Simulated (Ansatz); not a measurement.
**ZrSeS monolayer, Janus under uniaxial strain along a, the zigzag direction, with the width clamped**

Wanted: the shifts of the zone-centre modes of ZrSeS monolayer, Janus with strain.

Program: Ansatz 0.2.0. Level of theory: DFT PBEsol, scalar-relativistic, plane waves, PAW; PAW set soft_1. Results are calculated unless marked as measured.

Report form: the programs' logs are mostly left out.

## 1. Starting point

The cell holds 3 atoms: 1 Zr, 1 S and 1 Se. Its edges and angles: a = 3.750 Å, b = 3.750 Å, c = 30.000 Å, α = 90.0°, β = 90.0°, γ = 120.0°. Vacuum lies along c. The height across the vacuum is the one that the program set for its solve, not the one typed.

## 2. A rough relaxation first

A rough relaxation comes first, because large forces or stress need no tight tolerances yet. The program lengthens the typed cell of 20.0 Å along the normal to 30.0 Å, as its cut-off of the electrostatics needs, and moves no atom.

input.yaml

```yaml
crystal:
  lattice:
    - [3.75, 0.0, 0.0]
    - [-1.875, 3.2476, 0.0]
    - [0.0, 0.0, 20.0]
  atoms:
    - { symbol: Zr, position: [0.0, 0.0, 0.5] }
    - { symbol: S, position: [0.333333, 0.666667, 0.575] }
    - { symbol: Se, position: [0.666667, 0.333333, 0.42] }
  periodic: [true, true, false]
kpoints:
  mp_grid: { grid: [6, 6, 1] }
hamiltonian:
  xc: pbesol
  pseudopotentials: { kind: paw, azcp: { folder: soft_1 }, xc_functional: pbe }
scf:
  occupations: { method: gaussian, width: 0.1 }
output:
  forces: true
  stress: true
  eigenvalues: true
relax:
  adjacent_minimum: "off"
  f_tol: 0.05
  max_steps: 80
  cell: { stress_2d_tol: 0.02 }
```

On the command line:

```console
$ ansatz run input.yaml --threads 4 --pin off --max-ram 16384MiB --backend cpu --events-out ev --progress --plain --runs-dir out
```

Elapsed: 12 s, on 4 threads of Arm Neoverse V1, shared host; peak memory 0.63 GiB; 43 s of CPU time.

Relaxation path:

```tsv
step	energy less that of the first step (eV)	largest force component (eV/Å)	volume (Å³)
1	0.0000	1.1629	365.36
2	0.0269	1.4415	358.90
3	-0.0985	0.1103	356.37
4	-0.0997	0.0277	354.74
5*	-0.0996	0.0275	354.74
```

Relaxation steps marked * repeat the geometry before them on a plane-wave basis chosen anew for their cell, so energy and pressure can jump there. Relaxation step 2 was tried and not accepted.

The run keeps the 6 symmetry operations that it works with, so distortions that break them were not tested.

```tsv
cell as run	before	after	change
a (Å)	3.750	3.695	-1.5 %
b (Å)	3.750	3.695	-1.5 %
```

The atoms that moved most (Å, along periodic axes as changes of fractional coordinates times the final cell, across vacuum about the mean position):

```tsv
atom	dx	dy	dz	length
S2	0.000	0.000	-0.070	0.070
Zr1	0.000	0.000	0.047	0.047
Se3	0.000	0.000	0.023	0.023
```

The relaxed structure:

```xyz
3
Lattice="3.6951 0.0000 0.0000 -1.8476 3.2001 0.0000 0.0000 0.0000 30.0000" Properties=species:S:1:pos:R:3
Zr    0.0000    0.0000   10.0470
S     0.0000    2.1334   11.4298
Se    1.8476    1.0667    8.4233
```

This step gave:

```yaml
gap_on_the_k_mesh: 0.6070 eV
area_per_atom: 3.942 Å²
```

The relaxation ends with a largest force component of 0.028 eV/Å.

## 3. Relaxation

The cell and atoms are relaxed, since residual forces and stress would shift the frequencies.

input.yaml

```yaml
crystal:
  lattice:
    - [3.6951295221, 0.0, 0.0]
    - [-1.847564761, 3.2000760364, 0.0]
    - [0.0, 0.0, 30.0]
  atoms:
    - { symbol: Zr, position: [0.0, 0.0, 0.3348986499] }
    - { symbol: S, position: [0.3333333333, 0.6666666667, 0.3809929149] }
    - { symbol: Se, position: [0.6666666667, 0.3333333333, 0.2807751019] }
  periodic: [true, true, false]
kpoints:
  mp_grid: { grid: [9, 9, 1] }
hamiltonian:
  xc: pbesol
  pseudopotentials: { kind: paw, azcp: { folder: soft_1 }, xc_functional: pbe }
scf:
  occupations: { method: gaussian, width: 0.02 }
output:
  forces: true
  stress: true
  eigenvalues: true
  write_density: true
  write_potential: true
  elf: true
  volumetric_format: npy
relax:
  adjacent_minimum: "off"
  f_tol: 0.005
  max_steps: 80
  cell: { stress_2d_tol: 0.02 }
```

Wall time 21 s (4 threads); peak memory 0.66 GiB.

Relaxation path:

```tsv
step	energy less that of the first step (eV)	largest force component (eV/Å)	volume (Å³)
1	0.0000	0.0508	354.74
2	0.0003	0.1200	352.81
3	-0.0005	0.0090	353.40
4	-0.0005	0.0051	353.13
5	-0.0005	0.0006	353.06
6*	-0.0005	0.0006	353.06
```

Relaxation steps marked * repeat the geometry before them on a plane-wave basis chosen anew for their cell, so energy and pressure can jump there. Relaxation step 2 was tried and not accepted.

Forces are held to the 6 operations that the run works with; a distortion that breaks them can't arise in this run.

```tsv
cell as run	before	after	change
a (Å)	3.695	3.686	-0.2 %
b (Å)	3.695	3.686	-0.2 %
```

Final coordinates:

```xyz
3
Lattice="3.6864 0.0000 0.0000 -1.8432 3.1925 0.0000 0.0000 0.0000 30.0000" Properties=species:S:1:pos:R:3
Zr    0.0000    0.0000   10.0478
S     0.0000    2.1283   11.4371
Se    1.8432    1.0642    8.4152
```

Numbers from this step:

| Item | Value |
| --- | --- |
| gap on the k-mesh | 0.5967 eV |
| area per atom | 3.923 Å² |

Valence density in the ac plane at fractional y = 0.333, with atoms of Se within 0.2 Å of it. It is the smooth field of the valence electrons, not physical close to the nuclei.

Values in e/Å³, 24 rows by 14 columns, each cell a mean:
```
 0  0  0  0  0  0  0  0  0  0  0  0  0  0
 0  0  0  0  0  0  0  0  0  0  0  0  0  0
 0  0  0  0  0  0  0  0  0  0  0  0  0  0
 0  0  0  0  0  0  0  0  0  0  0  0  0  0
 0  0  0  0  0  0  0  0  0  0  0  0  0  0
 0  0  0  0  0  0  0  0  0  0  0  0  0  0
 0  0  0  0  0  0  0  0  0  0  0  0  0  0
 0  0  0  0  0  0  0  0  0  0  0  0  0  0
 0  0  0  0  0  0  0  0  0  0  0  0  0  0
 0  0  0  0  0  0  0  0  0  0  0  0  0  0
 0  0  0  0  0  0  0  0  0  0  0  0  0  0
 0  0  0  0  0  0  0  0  0  0  0  0  0  0
 0  0  0  0  0  0  0  0  0  0  0  0  0  0
 0  0  0  0  0  0  0  0  0  0  0  0  0  0
 0  0  0  0  0  0  0  0  0  0  0  0  0  0
 0  0  0  0  0  0  0  0  0  0  0  0  0  0
 0  0  0  0  0  0  0  1  2  4  3  1  1  0
 0  0  0  0  0  0  1  2  9 19 14  3  1  0
 0  0  0  0  0  0  0  0  0  0  0  0  0  0
 0  0  0  0  0  0  0  0  0  0  0  0  0  0
 0  0  0  0  0  0  0  0  0  0  0  0  0  0
 0  0  0  0  0  0  0  0  0  0  0  0  0  0
 0  0  0  0  0  0  0  0  0  0  0  0  0  0
 0  0  0  0  0  0  0  0  0  0  0  0  0  0
```
Columns run along a (3.7 Å), rows up along c (30.0 Å). Atoms in or near the plane, at fractional coordinates: Se at (0.67, 0.28).

ELF in the ac plane at fractional y = 0.333, with atoms of Se within 0.2 Å of it. It is the smooth field of the valence electrons, not physical close to the nuclei.

Values, 24 rows by 14 columns, each cell a mean:
```
0.00 0.00 0.00 0.00 0.00 0.00 0.00 0.00 0.00 0.00 0.00 0.00 0.00 0.00
0.00 0.00 0.00 0.00 0.00 0.00 0.00 0.00 0.00 0.00 0.00 0.00 0.00 0.00
0.00 0.00 0.00 0.00 0.00 0.00 0.00 0.00 0.00 0.00 0.00 0.00 0.00 0.00
0.00 0.00 0.00 0.00 0.00 0.00 0.00 0.00 0.00 0.00 0.00 0.00 0.00 0.00
0.00 0.00 0.00 0.00 0.00 0.00 0.00 0.00 0.00 0.00 0.00 0.00 0.00 0.00
0.00 0.00 0.00 0.00 0.00 0.00 0.00 0.00 0.00 0.00 0.00 0.00 0.00 0.00
0.00 0.00 0.00 0.00 0.00 0.00 0.00 0.00 0.00 0.00 0.00 0.00 0.00 0.00
0.00 0.00 0.00 0.00 0.00 0.00 0.00 0.00 0.00 0.00 0.00 0.00 0.00 0.00
0.00 0.00 0.00 0.00 0.00 0.00 0.00 0.00 0.00 0.00 0.00 0.00 0.00 0.00
0.00 0.00 0.00 0.00 0.00 0.00 0.00 0.00 0.00 0.00 0.00 0.00 0.00 0.00
0.00 0.00 0.00 0.00 0.00 0.00 0.00 0.00 0.00 0.00 0.00 0.00 0.00 0.00
0.00 0.00 0.00 0.00 0.00 0.00 0.00 0.00 0.00 0.00 0.00 0.00 0.00 0.00
0.00 0.01 0.01 0.01 0.01 0.00 0.00 0.00 0.00 0.00 0.00 0.00 0.00 0.00
0.19 0.27 0.30 0.29 0.23 0.14 0.06 0.02 0.01 0.00 0.00 0.01 0.03 0.09
0.67 0.75 0.79 0.77 0.71 0.56 0.33 0.15 0.05 0.02 0.03 0.08 0.24 0.46
0.28 0.33 0.36 0.34 0.29 0.24 0.19 0.17 0.17 0.18 0.17 0.16 0.17 0.21
0.34 0.19 0.12 0.15 0.27 0.45 0.60 0.66 0.62 0.58 0.60 0.66 0.63 0.53
0.58 0.28 0.11 0.19 0.47 0.71 0.79 0.74 0.57 0.47 0.51 0.69 0.78 0.77
0.16 0.04 0.01 0.03 0.10 0.29 0.47 0.58 0.64 0.66 0.65 0.61 0.52 0.38
0.00 0.00 0.00 0.00 0.00 0.01 0.03 0.05 0.07 0.08 0.08 0.06 0.04 0.02
0.00 0.00 0.00 0.00 0.00 0.00 0.00 0.00 0.00 0.00 0.00 0.00 0.00 0.00
0.00 0.00 0.00 0.00 0.00 0.00 0.00 0.00 0.00 0.00 0.00 0.00 0.00 0.00
0.00 0.00 0.00 0.00 0.00 0.00 0.00 0.00 0.00 0.00 0.00 0.00 0.00 0.00
0.00 0.00 0.00 0.00 0.00 0.00 0.00 0.00 0.00 0.00 0.00 0.00 0.00 0.00
```
Columns run along a (3.7 Å), rows up along c (30.0 Å). Atoms in or near the plane, at fractional coordinates: Se at (0.67, 0.28).

Electrostatic potential energy in the ac plane at fractional y = 0.333, with atoms of Se within 0.2 Å of it. With pseudopotentials it is smooth inside the atoms' cores, unlike the true potential.

Values in eV, 24 rows by 14 columns, each cell a mean:
```
  0   0   0   0   0   0   0   0   0   0   0   0   0   0
  0   0   0   0   0   0   0   0   0   0   0   0   0   0
  0   0   0   0   0   0   0   0   0   0   0   0   0   0
  0   0   0   0   0   0   0   0   0   0   0   0   0   0
  0   0   0   0   0   0   0   0   0   0   0   0   0   0
  0   0   0   0   0   0   0   0   0   0   0   0   0   0
  0   0   0   0   0   0   0   0   0   0   0   0   0   0
  0   0   0   0   0   0   0   0   0   0   0   0   0   0
  0   0   0   0   0   0   0   0   0   0   0   0   0   0
  0   0   0   0   0   0   0   0   0   0   0   0   0   0
  0   0   0   0   0   0   0   0   0   0   0   0   0   0
  0   0   0   0   0   0   0   0   0   0   0   0   0   0
  0   0   0   0   0   0   0   0   0   0   0   0   0   0
  0   0   0   0   0   0   0   0   0   0   0   0   0   0
 -4  -5  -6  -6  -5  -3  -2  -1  -1  -1  -1  -1  -2  -2
 -9 -11 -12 -11 -10  -8  -5  -4  -3  -3  -3  -3  -5  -7
 -8  -8  -9  -8  -8  -8  -9 -10 -10  -9  -9 -10  -9  -8
 -3  -2  -1  -2  -3  -6 -11 -12  -8  -6  -7 -11 -11  -8
  0   0   0   0   0   0  -1  -1  -2  -2  -2  -2  -1  -1
  0   0   0   0   0   0   0   0   0   0   0   0   0   0
  0   0   0   0   0   0   0   0   0   0   0   0   0   0
  0   0   0   0   0   0   0   0   0   0   0   0   0   0
  0   0   0   0   0   0   0   0   0   0   0   0   0   0
  0   0   0   0   0   0   0   0   0   0   0   0   0   0
```
Columns run along a (3.7 Å; values clipped at the 3rd and 97th percentile), rows up along c (30.0 Å). Atoms in or near the plane, at fractional coordinates: Se at (0.67, 0.28).

## 4. Relaxation

The relaxation is repeated from its end, on the mesh and smearing that suit the cell and gap now reached.

input.yaml, the sections that differ from step 3:

```yaml
crystal:
  lattice:
    - [3.6863691392, 0.0, 0.0]
    - [-1.8431845696, 3.1924893223, 0.0]
    - [0.0, 0.0, 30.0]
  atoms:
    - { symbol: Zr, position: [0.0, 0.0, 0.3349255223] }
    - { symbol: S, position: [0.3333333333, 0.6666666667, 0.3812351348] }
    - { symbol: Se, position: [0.6666666667, 0.3333333333, 0.2805060096] }
  periodic: [true, true, false]
kpoints:
  mp_grid: { grid: [12, 12, 1] }
# hamiltonian, scf, output, relax: as in step 3
```

It took 12 s on 4 threads; peak memory 0.67 GiB.

Little changed from the start: no atom moved by 0.005 Å and no cell edge by 0.1 %.

This step gave:

```yaml
gap_on_the_k_mesh: 0.5774 eV
```

## 5. Tight relaxation

Phonons need small forces and stress, so the relaxation is finished with tight tolerances on 12×12×1 k points.

input.yaml: that of step 4 with these lines changed.

```diff
@@ -16,3 +16,3 @@
 scf:
-  occupations: { method: gaussian, width: 0.02 }
+  occupations: { method: fixed }
 output:
@@ -27,4 +27,4 @@
   adjacent_minimum: "off"
-  f_tol: 0.005
-  max_steps: 80
-  cell: { stress_2d_tol: 0.02 }
+  f_tol: 0.001
+  max_steps: 60
+  cell: { stress_2d_tol: 0.002 }
```

The job ended after 26 s (4 threads; peak memory 0.68 GiB).

Little changed from the start: no atom moved by 0.005 Å and no cell edge by 0.1 %.

This step gave:

```
gap on the k-mesh : 0.5727 eV
area per atom     : 3.921 Å²
```

ELF in the ac plane at fractional y = 0.333, with atoms of Se within 0.2 Å of it. It is the smooth field of the valence electrons, not physical close to the nuclei.

Ten even steps from '0' (0.00) to '9' (0.79), each cell a mean:
```
00000000000000
00000000000000
00000000000000
00000000000000
00000000000000
00000000000000
00000000000000
00000000000000
00000000000000
00000000000000
00000000000000
00000000000000
00000000000000
23332100000001
89998741000135
34443322222222
42113578777886
73125999756899
20001357888764
00000000010000
00000000000000
00000000000000
00000000000000
00000000000000
```
Columns run along a (3.7 Å), rows up along c (30.0 Å). Atoms in or near the plane, at fractional coordinates: Se at (0.67, 0.28).

Electrostatic potential energy in the ac plane at fractional y = 0.333, with atoms of Se within 0.2 Å of it. With pseudopotentials it is smooth inside the atoms' cores, unlike the true potential.

Values in eV, 24 rows by 14 columns, each cell a mean:
```
  0   0   0   0   0   0   0   0   0   0   0   0   0   0
  0   0   0   0   0   0   0   0   0   0   0   0   0   0
  0   0   0   0   0   0   0   0   0   0   0   0   0   0
  0   0   0   0   0   0   0   0   0   0   0   0   0   0
  0   0   0   0   0   0   0   0   0   0   0   0   0   0
  0   0   0   0   0   0   0   0   0   0   0   0   0   0
  0   0   0   0   0   0   0   0   0   0   0   0   0   0
  0   0   0   0   0   0   0   0   0   0   0   0   0   0
  0   0   0   0   0   0   0   0   0   0   0   0   0   0
  0   0   0   0   0   0   0   0   0   0   0   0   0   0
  0   0   0   0   0   0   0   0   0   0   0   0   0   0
  0   0   0   0   0   0   0   0   0   0   0   0   0   0
  0   0   0   0   0   0   0   0   0   0   0   0   0   0
  0   0   0   0   0   0   0   0   0   0   0   0   0   0
 -4  -5  -6  -6  -5  -3  -2  -1  -1  -1  -1  -1  -2  -2
 -9 -11 -12 -11 -10  -8  -5  -4  -3  -3  -3  -3  -5  -7
 -8  -8  -9  -8  -8  -8  -9 -10 -10  -9  -9 -10  -9  -8
 -3  -2  -1  -2  -3  -6 -11 -12  -8  -6  -7 -11 -11  -8
  0   0   0   0   0   0  -1  -1  -2  -2  -2  -2  -1  -1
  0   0   0   0   0   0   0   0   0   0   0   0   0   0
  0   0   0   0   0   0   0   0   0   0   0   0   0   0
  0   0   0   0   0   0   0   0   0   0   0   0   0   0
  0   0   0   0   0   0   0   0   0   0   0   0   0   0
  0   0   0   0   0   0   0   0   0   0   0   0   0   0
```
Columns run along a (3.7 Å; values clipped at the 3rd and 97th percentile), rows up along c (30.0 Å). Atoms in or near the plane, at fractional coordinates: Se at (0.67, 0.28).

Valence density in the ac plane at fractional y = 0.333, with atoms of Se within 0.2 Å of it. It is the smooth field of the valence electrons, not physical close to the nuclei.

Ten steps, logarithmic in the rise over the least value, from '0' (0 e/Å³) to '9' (19 e/Å³), each cell a mean:
```
00000000000000
00000000000000
00000000000000
00000000000000
00000000000000
00000000000000
00000000000000
00000000000000
00000000000000
00000000000000
00000000000000
00000000000000
00000000000000
00000000000000
11221100000001
12222110000011
11111123565322
10001134899632
00000000010000
00000000000000
00000000000000
00000000000000
00000000000000
00000000000000
```
Columns run along a (3.7 Å), rows up along c (30.0 Å). Atoms in or near the plane, at fractional coordinates: Se at (0.67, 0.28).

The largest force component left is 0.099 meV/Å, within the tolerances set.

## 6. Modes at rest

The force constants come from the linear response of the density to a displacement.

The modes at rest are the reference of the series.

input.yaml, the sections that differ from step 5:

```yaml
crystal:
  lattice:
    - [3.685334151, 0.0, 0.0]
    - [-1.8426670755, 3.1915929962, 0.0]
    - [0.0, 0.0, 30.0]
  atoms:
    - { symbol: Zr, position: [0.0, 0.0, 0.3349282258] }
    - { symbol: S, position: [0.3333333333, 0.6666666667, 0.3812583963] }
    - { symbol: Se, position: [0.6666666667, 0.3333333333, 0.2804800446] }
  periodic: [true, true, false]
output:
  eigenvalues: true
phonons:
  method: dfpt
# kpoints, hamiltonian, scf: as in step 5
# relax: removed
```

It took 83 s on 4 threads; peak memory 1.5 GiB; 5.3 min of CPU time.

Numbers from this step:

- sum-rule residual before enforcement: 5.05e-5 eV/Å²
- point group: 3m
- highest optical mode at the zone centre (no LO-TO term): 319.4 cm⁻¹
- lowest optical zone-centre mode: 116.6 cm⁻¹

Without the LO-TO term. Patterns of degenerate modes are one choice out of their space. Modes at Γ, with each element's share of the kinetic energy:

```tsv
mode	frequency (cm⁻¹)	symmetry	Zr %	S %	Se %
1	0.0	acoustic	45	16	39
2	0.0	acoustic	45	16	39
3	0.0	acoustic	45	16	39
4	116.6	E	48	0	52
5	116.6	E	48	0	52
6	223.1	E	7	84	9
7	223.1	E	7	84	9
8	227.6	A1	22	18	60
9	319.4	A1	33	66	1
```

Displacements in mode 5 (116.6 cm⁻¹), the largest set to 1:
```
Zr1  0.00 -0.90  0.00
S2   0.00  0.10  0.00
Se3  0.00  1.00  0.00
```

Displacements in mode 9 (319.4 cm⁻¹), the largest set to 1:
```
Zr1  0.00  0.00 -0.42
S2   0.00  0.00  1.00
Se3  0.00  0.00  0.08
```

Before it was imposed, the acoustic sum rule was missed by 5.1e-5 eV/Å². Small misses are needed for a sound result but don't prove that mesh and cutoff are converged. The lowest optical mode is real, 117 cm⁻¹.

## 7. A member of the series: uniaxial strain of +5 % along a, the zigzag direction, with the width clamped

The cell takes a uniaxial strain of +5 % along a, the zigzag direction, with the width clamped. The cell is held, and the atoms relax in it.

input.yaml, the sections that differ from step 6:

```yaml
crystal:
  lattice:
    - [3.8696008585, 0.0, 0.0]
    - [-1.9348004293, 3.1915929962, 0.0]
    - [0.0, 0.0, 30.0]
  atoms:
    - { symbol: Zr, position: [-0.0009013048, -0.0018026096, 0.3350157876] }
    - { symbol: S, position: [0.3367757778, 0.6735515556, 0.3800501952] }
    - { symbol: Se, position: [0.664125527, 0.3282510539, 0.2816006839] }
  periodic: [true, true, false]
scf:
  occupations: { method: gaussian, width: 0.02 }
output:
  forces: true
  stress: true
  eigenvalues: true
relax:
  adjacent_minimum: "off"
  f_tol: 0.001
  max_steps: 60
# kpoints, hamiltonian: as in step 6
# phonons: removed
```

The job ended after 56 s (4 threads; peak memory 0.82 GiB).

Step by step:

```tsv
step	energy less that of the first step (eV)	largest force component (eV/Å)
1	0.0000	0.0911
2	0.0014	0.1748
3	-0.0009	0.0081
4	-0.0009	0.0047
5	-0.0009	0.0016
6	-0.0009	0.0000
```

Relaxation step 2 was tried and not accepted.

Forces are held to the 2 operations that the run works with; a distortion that breaks them can't arise in this run.

The atoms that moved most (Å):

```tsv
atom	dx	dy	dz	length
S2	0.000	0.005	-0.009	0.011
Se3	0.000	-0.003	0.008	0.009
```

Final coordinates:

```xyz
3
Lattice="3.8696 0.0000 0.0000 -1.9348 3.1916 0.0000 0.0000 0.0000 30.0000" Properties=species:S:1:pos:R:3
Zr    0.0000   -0.0075   10.0514
S     0.0000    2.1549   11.3923
Se    1.9348    1.0442    8.4564
```

Numbers from this step:

| Property | Result |
| --- | --- |
| gap on the k-mesh | 0.7305 eV |
| area per atom | 4.117 Å² |

The largest force component left is 0.034 meV/Å.

## 8. Zone-centre modes of the member: uniaxial strain of +5 % along a, the zigzag direction, with the width clamped

The zone-centre modes follow for uniaxial strain of +5 % along a, the zigzag direction, with the width clamped.

input.yaml, the sections that differ from step 7:

```yaml
crystal:
  lattice:
    - [3.8696008585, 0.0, 0.0]
    - [-1.9348004293, 3.1915929962, 0.0]
    - [0.0, 0.0, 30.0]
  atoms:
    - { symbol: Zr, position: [-0.0011712988, -0.0023425976, 0.335045404] }
    - { symbol: S, position: [0.3375878775, 0.675175755, 0.379741859] }
    - { symbol: Se, position: [0.6635834213, 0.3271668425, 0.2818794037] }
  periodic: [true, true, false]
scf:
  occupations: { method: fixed }
output:
  eigenvalues: true
phonons:
  method: dfpt
# kpoints, hamiltonian: as in step 7
# relax: removed
```

It took 2 min on 4 threads; peak memory 1.6 GiB; 7.9 min of CPU time.

Numbers from this step:

```yaml
sum_rule_residual_before_enforcement: 9.86e-5 eV/Å²
point_group: m
highest_optical_mode_at_the_zone_centre_no_lo_to_term: 302.4 cm⁻¹
lowest_optical_zone_centre_mode: 106.7 cm⁻¹
```

Without the LO-TO term. Patterns of degenerate modes are one choice out of their space. The modes at Γ (shares of kinetic energy by element, %):

```tsv
mode	frequency (cm⁻¹)	symmetry	Zr %	S %	Se %
1	0.0	acoustic	45	16	39
2	0.0	acoustic	45	16	39
3	0.0	acoustic	45	16	39
4	106.7	A''	49	1	50
5	116.8	A'	50	1	50
6	215.5	A''	5	84	11
7	218.1	A'	15	46	39
8	220.2	A'	13	55	32
9	302.4	A'	33	67	1
```

The lowest optical mode is real, 107 cm⁻¹, and the highest lies at 302.4 cm⁻¹.

Between step 6 and this run (strain 5 %) the value for the highest optical mode at the zone centre (no LO-TO term) moves from 319 cm⁻¹ to 302 cm⁻¹ (-5 %).

(Continued in part 2 of 2.)

[Logs are printed without paths, hosts, clocks, repeated set-up lines and the standing remarks that a program may print on its own settings, such as how far it seeks lower states.]

[Hosts, paths, dates, database ids (printed as entryN), source tags and the programs' standing remarks are cut or masked in the printed files.]
